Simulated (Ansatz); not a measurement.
# SrLi2SnS4 (I-42m): the G0W0 gap against the k mesh

How dense a mesh does GW need for SrLi2SnS4 (I-42m), and how does the time grow?

Method: G0W0 on PBE, plane waves, PAW; PAW set soft_1, in Ansatz 0.2.0.

This is a report of a sequence of runs, with most program output left out.

### Step 1. The structure

Symmetry: I-42m, No. 121, tetragonal system. The conventional cell has a = 6.659 Å, b = 6.659 Å, c = 7.918 Å, α = 90.00°, β = 90.00°, γ = 90.00°. Nearest to Li lie 4 S at 2.47 Å. Nearest to Sr lie 8 S at 3.08 to 3.25 Å. Nearest to Sn lie 4 S at 2.37 Å. S has 1 Sn at 2.37 Å and 2 Li at 2.47 Å and 2 Sr at 3.08 to 3.25 Å nearest. Farther neighbours and most contacts between anions are not listed.

Coordinates:

```cif
data_structure
_symmetry_space_group_name_H-M 'I-42m'
_symmetry_Int_Tables_number 121
_cell_length_a 6.6590
_cell_length_b 6.6590
_cell_length_c 7.9180
_cell_angle_alpha 90.000
_cell_angle_beta 90.000
_cell_angle_gamma 90.000
_cell_volume 351.10
loop_
_atom_site_label
_atom_site_type_symbol
_atom_site_symmetry_multiplicity
_atom_site_Wyckoff_symbol
_atom_site_fract_x
_atom_site_fract_y
_atom_site_fract_z
_atom_site_occupancy
Li1 Li 4 d 0.50000 0.00000 0.25000 1
Sr1 Sr 2 b 0.00000 0.00000 0.50000 1
Sn1 Sn 2 a 0.00000 0.00000 0.00000 1
S1 S 8 i 0.20660 0.20660 0.82866 1
```

The cell and positions come from the Crystallography Open Database and are kept as given unless a step says otherwise.

### Step 2. The 2×2×2 mesh

G0W0 replaces the xc potential by the self-energy, built once from these orbitals. Only a window of levels is corrected, while the sums run over the empty bands that the input names. This step takes PAW set soft_1 files.

Contents of input.yaml:

```yaml
crystal:
  lattice:
    - [-3.3295, 3.3295, 3.959]
    - [3.3295, -3.3295, 3.959]
    - [3.3295, 3.3295, -3.959]
  atoms:
    - { symbol: Li, position: [0.25, 0.75, 0.5] }
    - { symbol: Li, position: [0.75, 0.25, 0.5] }
    - { symbol: Sr, position: [0.5, 0.5, 0.0] }
    - { symbol: Sn, position: [0.0, 0.0, 0.0] }
    - { symbol: S, position: [0.03526, 0.03526, 0.4132] }
    - { symbol: S, position: [0.96474, 0.37794, 0.0] }
    - { symbol: S, position: [0.62206, 0.62206, 0.5868] }
    - { symbol: S, position: [0.37794, 0.96474, 0.0] }
kpoints:
  mp_grid: { grid: [2, 2, 2] }
hamiltonian:
  xc: pbe
  pseudopotentials: { kind: paw, azcp: { folder: soft_1 } }
scf:
  occupations: { method: fixed }
gw:
  n_empty_bands: 398
  ecut_chi: 100
  qp_bands: [v2, c2]
  qp_kpoints: band_edges
  screening: { model: contour_deformation }
```

Run with:

```sh
> ansatz run input.yaml --threads 2 --pin off --max-ram 92160MiB --backend cuda --events-out ev --progress --plain --runs-dir out --devices 1 --max-vram 13GiB
```

Elapsed: 14 s, on 1 × NVIDIA H100 80GB HBM3 (shared by 6 runs) with 2 threads of AMD EPYC 7R13 (Zen 3), shared host; peak memory 1.3 GiB; 17 s of CPU time.

Numbers from this step:

```
bands summed                                 : 425
RPA ε∞ on this mesh (eigenvalues)            : 4.682, 4.821, 4.821
plane waves in the screening matrix          : 395
q-points in the mesh                         : 8
G0W0 gap on the mesh                         : 4.097 eV
k of the valence top                         : -0.5, -0.5, -0.5
k of the conduction bottom                   : 0, 0, 0
starting gap on the mesh                     : 2.680 eV
Z at the valence top                         : 0.7543
Z at the conduction bottom                   : 0.7849
least direct G0W0 gap on the computed points : 4.119 eV
```

The gap on the mesh goes from 2.68 eV to 4.10 eV, a correction of +1.42 eV, though a band edge has moved to another state.

### Step 3. The 4×4×4 mesh

Only the mesh changes. It samples the long-range screening, which converges on its own terms.

Edit input.yaml of step 2 so:

```diff
@@ -15,3 +15,3 @@
 kpoints:
-  mp_grid: { grid: [2, 2, 2] }
+  mp_grid: { grid: [4, 4, 4] }
 hamiltonian:
```

Elapsed: 30 s, on 1 × NVIDIA H100 80GB HBM3 (shared by 6 runs) with 2 threads; peak memory 1.8 GiB.

Numbers from this step:

```yaml
bands_summed: 425
rpa_eps_infinity_on_this_mesh_eigenvalues: 4.586, 4.726, 4.726
plane_waves_in_the_screening_matrix: 395
q_points_in_the_mesh: 64
g0w0_gap_on_the_mesh: 4.099 eV
k_of_the_valence_top: -0.5, -0.5, -0.5
k_of_the_conduction_bottom: 0, 0, 0
starting_gap_on_the_mesh: 2.673 eV
z_at_the_valence_top: 0.7596
z_at_the_conduction_bottom: 0.7919
least_direct_g0w0_gap_on_the_computed_points: 4.142 eV
```

Against the run with 2×2×2 mesh, 398 empty bands, screening to 100 eV, PAW set soft_1 files, the gap moves by +0.003 eV.

### Step 4. The 6×6×6 mesh

Edit input.yaml of step 3 so:

```diff
@@ -15,3 +15,3 @@
 kpoints:
-  mp_grid: { grid: [4, 4, 4] }
+  mp_grid: { grid: [6, 6, 6] }
 hamiltonian:
```

Wall time 5.8 min (1 × NVIDIA H100 80GB HBM3 (shared by 6 runs) with 2 threads); peak memory 3 GiB; 9.8 min of CPU time.

This step gave:

| Item | Value |
| --- | --- |
| bands summed | 425 |
| RPA ε∞ on this mesh (eigenvalues) | 4.586, 4.722, 4.722 |
| plane waves in the screening matrix | 395 |
| G0W0 gap on the mesh | 4.096 eV |
| k of the valence top | -0.5, -0.5, -0.5 |
| k of the conduction bottom | 0, 0, 0 |
| starting gap on the mesh | 2.673 eV |
| least direct G0W0 gap on the computed points | 4.142 eV |

Against the run with 4×4×4 mesh, 398 empty bands, screening to 100 eV, PAW set soft_1 files, the gap moves by −0.003 eV.

### Step 5. The meshes together

Times are wall times on 1 × NVIDIA H100 80GB HBM3 (shared by 6 runs) with 2 threads of AMD EPYC 7R13 (Zen 3), shared host, good to a factor of about two.

| mesh | points | irreducible | start (eV) | G0W0 (eV) | shift (eV) | RPA ε∞ (mean) | time |
| --- | --- | --- | --- | --- | --- | --- | --- |
| 2×2×2 | 8 | 4 | 2.680 | 4.097 | +1.417 | 4.77 | 14 s |
| 4×4×4 | 64 | 13 | 2.673 | 4.099 | +1.426 | 4.68 | 30 s |
| 6×6×6 | 216 | 30 | 2.673 | 4.096 | +1.423 | 4.68 | 5.8 min |

### Step 6. Summary of results

| Quantity | Value |
| --- | --- |
| 2×2×2 | 4.097 eV (shift +1.417) |
| 4×4×4 | 4.099 eV (shift +1.426) |
| 6×6×6 | 4.096 eV (shift +1.423) |
| settings | PBE start, 398 empty bands, 100 eV |

**Reading.** The shift is +1.42 eV on 2×2×2 and +1.42 eV on 6×6×6; the last step moves it by −0.003 eV. The RPA ε∞ (mean) ranges from 4.68 to 4.77 and ends at 4.68. On 6×6×6 the states that bound the G0W0 gap lie 2.697 eV apart in the start, so part of the shift is a change of edge. From 8 to 216 points the time grows 26-fold. Bands and cutoff are modest here, so the values stand off the basis limit. The many-body steps are scalar-relativistic: spin-orbit coupling is not in them.

[Paths, hosts, dates, memory and timing lines, banners, echoed tables and standing remarks are left out of the program output.]

[Logs are printed without paths, hosts, clocks, repeated set-up lines and the standing remarks that a program may print on its own settings, such as how far it seeks lower states.]

[Runs of the session that timed out or met a known fault of the program may be left out.]

[Cells called generated may have been cut or substituted from an entry of the Crystallography Open Database or the Materials Project.]

[Hosts, paths, dates, database ids (printed as entryN), source tags and the programs' standing remarks are cut or masked in the printed files.]
